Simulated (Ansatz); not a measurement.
# Al (Fm-3m, 1 atom in the cell): from the cell to its phonons, part 2 of 2

Task: relax Al (Fm-3m, 1 atom in the cell), then find its harmonic phonons.

Ansatz 0.2.0; DFT PBEsol, scalar-relativistic, plane waves, PAW.

So far. Step 3 (Tight relaxation): The forces vanish by symmetry and the pressure is 0.008 GPa, within the tolerances set. The cell now holds 16.17 Å³/atom. The relaxed cell has a = 4.014 Å (conventional setting).

**4. The dispersion**

Stability and thermal properties need the whole zone. Linear response on a 4×4×4 q mesh gives force constants as far as a supercell of that size would.

File input.yaml:

```yaml
crystal:
  lattice:
    - [0.0, 2.0068801597, 2.0068801597]
    - [2.0068801597, 0.0, 2.0068801597]
    - [2.0068801597, 2.0068801597, 0.0]
  atoms:
    - { symbol: Al, position: [0.0, 0.0, 0.0] }
kpoints:
  mp_grid: { grid: [20, 20, 20] }
hamiltonian:
  xc: pbesol
scf:
  occupations: { method: methfessel_paxton, width: 0.15 }
output:
  eigenvalues: true
phonons:
  method: dfpt
  qmesh: [4, 4, 4]
  temperatures: { t_max: 1000, t_step: 50 }
  qpath:
    path:
      - [[0.0, 0.0, 0.0], [0.5, 0.0, 0.5], [0.625, 0.25, 0.625]]
      - [[0.375, 0.375, 0.75], [0.0, 0.0, 0.0], [0.5, 0.5, 0.5], [0.5, 0.25, 0.75], [0.5, 0.0, 0.5]]
    npoints: 10
```

On the command line:

```
$ ansatz run input.yaml --threads 4 --pin off --max-ram 7168MiB --backend cpu --events-out ev --progress --plain --runs-dir out
```

Numbers of over 12 decimals in the logs are rounded to 6 here.

What it wrote:

```text
[...]
Crystal: 1 atoms, lattice volume = 16.166 Å³
Basis set: ecut = 420 eV, 331 PW (Γ), exchange–correlation on 40×40×40 points (8 copies of the dense FFT grid, shifted against one another)
Bands: 6, of which v1, the nominal top of the filled ones, is band 2 counted from 1 (1 counted from 0)
Symmetry: 48 space group operations
k-points: 256 of 8000
[...]
SCF iter   1: F=—  HF=-524.547677 eV  |F-HF|=—  |Δ(HF+E_count)|=         —  Δρ=8.24e-4  dr2=6.01e-5  ethr=1.77e-3  ⟨swp⟩=4.7  Hψ=12941  notcnv=0
[...]
SCF iter   6: F=-524.547684 eV  HF=-524.547684 eV  |F-HF|=2.84e-12  |Δ(HF+E_count)|=  2.61e-12  S|Δr|=    0.00e0  Δρ=2.44e-7  dr2=9.81e-12  ethr=1.00e-12  ⟨swp⟩=5.4  Hψ=4924  notcnv=0
SCF 1 converged in 6 iterations: F = -524.547684 eV  dr2 = 9.81e-12
[...]
NSCF: frozen V_eff on 256 k-points
WARN: eigensolver did not converge in 5 slots of this pass, the one above among them; of largest residual over every band (k=111): 1 band(s) unlocked (lowest unlocked band 5, counted from 0; max residual 2.46e-3 eV among the unlocked bands, 2.46e-3 eV over every band); of lowest unlocked band (k=13): band 5
[...]
DFPT response loops at q = (0, 0, 0) (fractional): preconditioner auto → Kerker (q_TF=auto, 2.061 Å⁻¹) (partly filled bands, converged f_vac=0.000); β = 1.00, the filter's whole step (`scf.mixing.beta` (0.50) is not read by the response loops under this deck's `scf.mixing.preconditioner`; to damp them name `kerker` or `kerker_dos`, under which they read `scf.mixing.beta`, and type it under 1.00, their step now; both keys bind the ground state too); Broyden in place of MSR1
[...]
SCF converged after 6 iterations
[...]
Free energy (F): -524.547684 eV
[...]
Internal energy: -524.547379 eV  (E = F + TS)
E sigma→0 (E₀):  -524.547608 eV
Entropy (-TS):   -0.000305 eV (-0.305 meV/atom)
Fermi energy:    8.153243 eV
[...]
--- Band table (eV; the first three rows and the last of 256) ---
[...]
--- Phonons (Γ-DFPT): 1 representative perturbation + reference (Σ response iterations 3) ---
  ASR residual: 1.857e-6 → 0.000e0 eV/Å²; symmetrization residual: 4.441e-15 eV/Å²
  ASR residual per site (eV/Å²): 1.86e-6
  Γ frequencies (cm⁻¹): 0.00 0.00 0.00
--- Phonons (arbitrary-q DFPT): 8 irreducible q on the 4×4×4 mesh ---
  q = [0.0000, 0.0000, 0.0000] (star 1, of the zone-centre solve; hermiticity 4.20e-11, symmetrization 2.39e-9): -0.00 0.00 0.00
  q = [0.0000, 0.0000, 0.2500] (star 8, 1 solved perturbation on 4200 of 8000 k-point pairs; hermiticity 1.32e-15, symmetrization 4.12e-15): 113.42 113.42 236.07
[...]
q = [0.0000, 0.2500, 0.2500] (star 6, 2 solved perturbations in 3420 linear systems a pass and spin channel, the states on 2210 of 8000 k-point pairs; hermiticity 1.18e-15, symmetrization 1.40e-15): 142.05 142.05 240.11
[...]
sum rule: each row above includes the acoustic sum rule's correction from the zone centre's row sums; it moved no ω² by more than (0.14 cm⁻¹)²
  mesh force constants: q→R imaginary residual 0.00e0; ASR residual 1.857e-6 → 0.000e0 eV/Å²; symmetrization residual 5.329e-15 eV/Å²
  interpolated dispersion: 62 rows × 3 modes
  density of states and harmonic sums: on the 28×28×28 q-mesh, interpolated from the force constants of a 4×4×4 supercell (no non-analytic term)
  largest difference from the sums on the solved wave vectors: F 9.38e-3 eV, S 1.34e-5 and C_V 4.03e-6 eV/K
  zero-point energy: 0.039713 eV/cell   skipped modes (ω ≤ 0): 3   left out of the sums: 4.56e-5 of the cell's modes: C_V's classical limit lies that fraction below 3 k_B per atom; for a crystal, a wire or a layer, F and S can be off by more, and a phonons.interpolated_qmesh denser along its periods is the remedy for the sampling
```

Elapsed: 37 s, on 4 threads of Arm Neoverse V2, shared host; peak memory 1.8 GiB; 2.2 min of CPU time.

In the SCF lines HF is the Harris–Foulkes energy and dr2 the Hartree energy of the density residual, in eV; the loop may stop once dr2 is under the threshold and the program's other checks hold. Hψ counts applications of the Hamiltonian.

This step gave:

```yaml
sum_rule_residual_before_enforcement: 1.86e-6 eV/Å²
lowest_frequency_on_the_path: 0 cm⁻¹
highest_frequency_on_the_path_or_at_a_solved_wavevector: 330.8 cm⁻¹
mean_frequency: 213.6 cm⁻¹
debye_temperature_second_moment: 414 K
logarithmic_mean_frequency: 203.2 cm⁻¹
lowest_mode_on_the_q_mesh_acoustic_modes_at_gamma_apart: 113.4 cm⁻¹
zero_point_energy_per_atom: 39.71 meV
heat_capacity_at_300_k: 22.74 J/(mol atoms K)
vibrational_entropy_at_300_k: 26.73 J/(mol atoms K)
```

Frequencies (cm⁻¹) solved at each irreducible wavevector; negative means imaginary. Frequencies by wavevector, by row:

```
q in reciprocal lattice units  star  mode 1  mode 2  mode 3
                        0 0 0     1       0       0       0
                     0 0 0.25     8   113.4   113.4   236.1
                     0 0 -0.5     4   142.4   142.4   330.5
                  0 0.25 0.25     6   142.1   142.1   240.1
                  0 0.25 -0.5    24   177.5   223.6   297.4
                 0 0.25 -0.25    12   158.5   221.1     281
                  0 -0.5 -0.5     3   200.1   200.1   330.8
              0.25 -0.5 -0.25     6   222.4   273.5   273.5
```

Interpolated from a 4×4×4 q mesh. Phonon branches along the path, in cm⁻¹:

```
    point  branch 1  branch 2  branch 3
        Γ         0         0         0
  halfway       142       142       240
        X       200       200       331
  halfway       199       222       320
        U       192       261       294
jump to K       192       261       294
  halfway       132       174       250
        Γ         0         0         0
  halfway       113       113       236
        L       142       142       330
  halfway       177       218       307
        W       222       274       274
  halfway       211       228       312
        X       200       200       331
```

The phonon branches as a text plot (rows in cm⁻¹):

```
    324 |           ****                        *****         ***
    310 |         **    *                      *     **      *
    296 |        *       **                   *        **   *
    283 |                  ****                          * *
    269 |       *          *   *             *           ***
    255 |                ** *   *                       *
    241 |      *        *                   *          *    **
    227 |              *     **                           **
    214 |                        *                    *  *  ***
    200 |    **     ******     *           *         *  *      **
    186 |         **      **                           *
    172 |        *          *   * **                ***
    159 |   *   *            **           *        **
    145 |      *               * *             *****
    131 |                       *            **
    117 |  * **                  *  *       *
    103 |                         **     * *
     90 |   *                     **
     76 |                           *     *
     62 | **                        **
     48 |                               **
     34 | *                          *
     21 |                               *
      7 |*                            **
         Γ           X  U|K            Γ         L        W     X
```

Tetrahedra on a 28×28×28 mesh, mean over bins of 5 cm-1. Interpolated from a 4×4×4 q mesh. The phonon density of states by wavenumber; read off at these points:

```
wavenumber (cm⁻¹)  phonon density of states (1/cm⁻¹/cell)
                2                                       0
               12                                  2.0e-5
               28                                  1.5e-4
               38                                  2.9e-4
               48                                  4.8e-4
               58                                  7.4e-4
               72                                 0.00127
               82                                 0.00174
               92                                 0.00236
              102                                 0.00317
              118                                 0.00495
              128                                 0.00686
              138                                  0.0103
              152                                  0.0169
              162                                  0.0178
              172                                  0.0187
              182                                  0.0197
              198                                   0.022
              208                                  0.0156
              218                                  0.0122
              232                                  0.0100
              242                                 0.00997
              252                                 0.00973
              262                                 0.00906
              278                                 0.00822
              288                                  0.0235
              292                                  0.0247
              298                                  0.0238
              308                                  0.0128
              322                                 0.00567
              332                                  4.0e-5
```

Second derivatives of the energy by pair, one row for each kind of neighbour of each atom listed. Each entry sums the pair over the periodic images of the supercell that the q mesh stands for, and in a polar crystal it holds the long-range dipole part too. Force constants by pair, by row:

```
atom  neighbour  distance (Å)  third of the trace (eV/Å²)  along the pair's line (eV/Å²)
 Al1     itself             0                       4.918                              –
 Al1         Al         2.838                     -0.3854                         -1.335
 Al1         Al         4.014                     -0.0251                        -0.1014
 Al1         Al         4.916                      0.0066                          0.032
 Al1         Al         5.676                       -0.02                        -0.0856
 Al1         Al         6.346                     -0.0194                        -0.0383
 Al1         Al         6.952                      0.0116                         0.0116
```

Harmonic thermodynamic functions per atom, from the density of states. Interpolated from a 4×4×4 q mesh. Thermodynamic functions, by row:

```
T (K)  F_vib (meV/atom)  S (J/mol-atom/K)  C_V (J/mol-atom/K)
    0             39.71                 0                   0
   50             39.59             1.083               3.412
  100             37.79             6.311               12.35
  200             25.01             17.94               20.38
  300              1.63             26.73               22.74
  400            -29.68             33.42               23.66
  500            -67.17             38.75               24.11
  600            -109.7             43.17               24.36
  700            -156.4             46.94               24.51
  800            -206.8             50.22               24.61
  900            -260.4             53.12               24.68
 1000            -316.8             55.72               24.73
```

Harmonic mean-square displacement, third of the trace. Interpolated from a 4×4×4 q mesh. Mean square displacements, by row:

```
T (K)  Al1 U_eq (Å²)
    0        0.00327
  100        0.00413
  300        0.00898
  600        0.01723
```

Symmetry leaves 8 wavevectors to solve. The lowest mode among them, the acoustic zeros apart, lies at q = (0, 0, 0.25) and is real, 113 cm⁻¹.

**5. Finite displacements in a supercell**

Finite displacements in a 2×2×2 supercell give force constants from forces alone. They are exact at the wavevectors that the supercell holds, where they check the linear-response result.

input.yaml, as its differences from that of step 4:

```diff
@@ -16,4 +16,4 @@
 phonons:
-  method: dfpt
-  qmesh: [4, 4, 4]
+  method: fd
+  supercell: [2, 2, 2]
   temperatures: { t_max: 1000, t_step: 50 }
```

What it wrote:

```text
[...]
Crystal: 8 atoms, lattice volume = 129.326 Å³
Basis set: ecut = 420 eV, 2565 PW (Γ), exchange–correlation on 80×80×80 points (8 copies of the dense FFT grid, shifted against one another)
Bands: 20, of which v1, the nominal top of the filled ones, is band 12 counted from 1 (11 counted from 0)
Symmetry: 384 space group operations
k-points: 47 of 1000
[...]
SCF iter   1: F=—  HF=-4196.381471 eV  |F-HF|=—  |Δ(HF+E_count)|=         —  Δρ=1.90e-7  dr2=5.39e-11  ethr=2.60e-12  ⟨swp⟩=5.7  Hψ=4139  notcnv=0
[...]
SCF iter   2: F=-4196.381471 eV  HF=-4196.381471 eV  |F-HF|=1.09e-11  |Δ(HF+E_count)|=  1.46e-11  S|Δr|=    0.00e0  Δρ=1.23e-7  dr2=2.26e-11  ethr=1.00e-12  ⟨swp⟩=3.0  Hψ=2164  notcnv=0
SCF 1 converged in 2 iterations: F = -4196.381471 eV  dr2 = 2.26e-11
[...]
Symmetry: 8 space group operations
k-points: 102 of 1000 (time reversal used)
[...]
SCF iter   5: F=-4196.381456 eV  HF=-4196.381456 eV  |F-HF|=1.82e-12  |Δ(HF+E_count)|=  9.00e-11  S|Δr|=    0.00e0  Δρ=6.16e-8  dr2=4.05e-12  ethr=1.00e-12  ⟨swp⟩=4.0  Hψ=8573  notcnv=0
SCF 2 converged in 5 iterations: F = -4196.381456 eV  dr2 = 4.05e-12
[...]
SCF converged after 2 iterations
[...]
Free energy (F): -4196.381471 eV
[...]
Internal energy: -4196.379031 eV  (E = F + TS)
E sigma→0 (E₀):  -4196.380861 eV
Entropy (-TS):   -0.002441 eV (-0.305 meV/atom)
Fermi energy:    8.153243 eV
[...]
--- Band table (eV; the first three rows and the last of 47) ---
  k-point 0: bands = [... 8 lower, 3.6940, 5.1347, 5.1347, 5.1347, 6.4838, 6.4838, 6.4838, 13.3342, ... 4 higher]
  k-point 1: bands = [... 8 lower, 4.7683, 4.7683, 4.7683, 4.9436, 6.9753, 6.9753, 6.9753, 12.2814, ... 4 higher]
  k-point 2: bands = [... 8 lower, 4.7067, 4.7067, 4.7067, 6.4325, 7.9264, 7.9264, 7.9264, 10.9718, ... 4 higher]
  k-point 46: bands = [... 8 lower, 7.5654, 7.5654, 7.9856, 7.9856, 9.0686, 9.0686, 9.5237, 9.5237, ... 4 higher]
--- Phonons: 1 displaced member + reference (amplitude 0.0025 Å, Σ member SCF iterations 5) ---
  symmetry images taken by strict's conditions (phonons.symmetry_images: auto; settled by no image being taken that strict refuses)
  ASR residual: 1.646e-4 → 0.000e0 eV/Å²; symmetrization residual: 2.665e-15 eV/Å²
  largest component of a force at the reference: 7.3e-31 eV/Å
  ASR residual per site (eV/Å²): 1.65e-4
  Γ frequencies (cm⁻¹): 0.00 0.00 0.00
[...]
```

Wall time 5.6 s (4 threads); peak memory 0.59 GiB.

This step gave:

```yaml
atoms_in_the_supercell: 8
sum_rule_residual_before_enforcement: 1.65e-4 eV/Å²
```

Interpolated from a 2×2×2 supercell, rough between the solved points. Phonon branches along the path, in cm⁻¹:

```
    point  branch 1  branch 2  branch 3
        Γ         0         0         0
  halfway       144       144       236
        X       200       200       331
  halfway       196       217       323
        U       184       252       301
jump to K       184       252       301
  halfway       109       170       250
        Γ         0         0         0
  halfway       101       101       234
        L       142       142       330
  halfway       167       219       309
        W       202       275       275
  halfway       201       225       316
        X       200       200       331
```

The phonon branches as a text plot (rows in cm⁻¹):

```
    324 |           ****                        *****         ***
    310 |         **    **                     *     **      *
    296 |        *        *                   *        **   *
    283 |                  ****                          * *
    269 |       *          *   *             *           ***
    255 |                 * *   *                       *
    241 |      *         *                             *    *
    227 |               *    **             *                *
    214 |              *         *                    *       *
    200 |    **     ****       *           *         *   ********
    186 |        ***    ***                             *
    172 |                  *    * **                * **
    159 |   *   *           *                      ***
    145 |      *             **           *     ****
    131 |                      * *            **
    117 |    **                     *        *
    103 |  *                    * **     *  *
     90 |   *                    *         *
     76 |                           *
     62 |  *                      ** *    *
     48 | *                         *   **
     34 | *                          *
     21 |                            *  *
      7 |*                            **
         Γ           X  U|K            Γ         L        W     X
```

Tetrahedra on a 26×26×26 mesh, mean over bins of 5 cm-1. Interpolated from a 2×2×2 supercell, rough between the solved points. Table of phonon density of states by wavenumber; read off at these points:

```
wavenumber (cm⁻¹)  phonon density of states (1/cm⁻¹/cell)
                2                                       0
               12                                  3.0e-5
               28                                  2.3e-4
               38                                  4.5e-4
               48                                  7.5e-4
               58                                 0.00113
               72                                  0.0019
               82                                 0.00257
               92                                 0.00337
              102                                 0.00443
              118                                 0.00655
              128                                 0.00863
              138                                  0.0122
              152                                  0.0177
              162                                  0.0184
              172                                  0.0191
              182                                  0.0197
              198                                  0.0206
              208                                 0.00994
              218                                 0.00992
              232                                 0.00977
              242                                 0.00947
              252                                  0.0089
              262                                 0.00799
              278                                 0.00644
              288                                  0.0171
              298                                  0.0216
              302                                  0.0238
              308                                  0.0182
              322                                 0.00724
              332                                  5.0e-5
```

The highest branch reaches 331 cm⁻¹ on this path, at X. No branch goes imaginary on this path.

**6. Summary of results**

```yaml
space_group_after_relaxation_within_0p01_a: Fm-3m
volume_per_atom: 16.2 Å³
electronic_character: no gap on this mesh
lowest_mode_on_the_q_mesh_acoustic_modes_at_gamma_apart: 113 cm⁻¹
highest_frequency_on_the_path_or_at_a_solved_wavevector: 331 cm⁻¹
zero_point_energy_per_atom: 39.7 meV
heat_capacity_at_300_k: 22.7 J/(mol atoms K)
vibrational_entropy_at_300_k: 26.7 J/(mol atoms K)
debye_temperature_second_moment: 414 K
imaginary_modes_on_the_4x4x4_q_mesh: none
```

**Reading.** The structure is a minimum as far as tested: no mode is imaginary at the 8 irreducible wavevectors of the 4×4×4 mesh, and the softest away from the acoustic zeros lies at 113 cm⁻¹. With no gap, or one that is small against the smearing, the frequencies hang on the k mesh and the smearing, most of all near Kohn anomalies. A phonon run warned that its eigensolver left some bands unconverged in a pass. These are harmonic frequencies at zero temperature: anharmonic shifts, linewidths and thermal expansion are left out.

[Logs are printed without paths, hosts, clocks, repeated set-up lines and the standing remarks that a program may print on its own settings, such as how far it seeks lower states.]

[Hosts, paths, dates, database ids (printed as entryN), source tags and the programs' standing remarks are cut or masked in the printed files.]
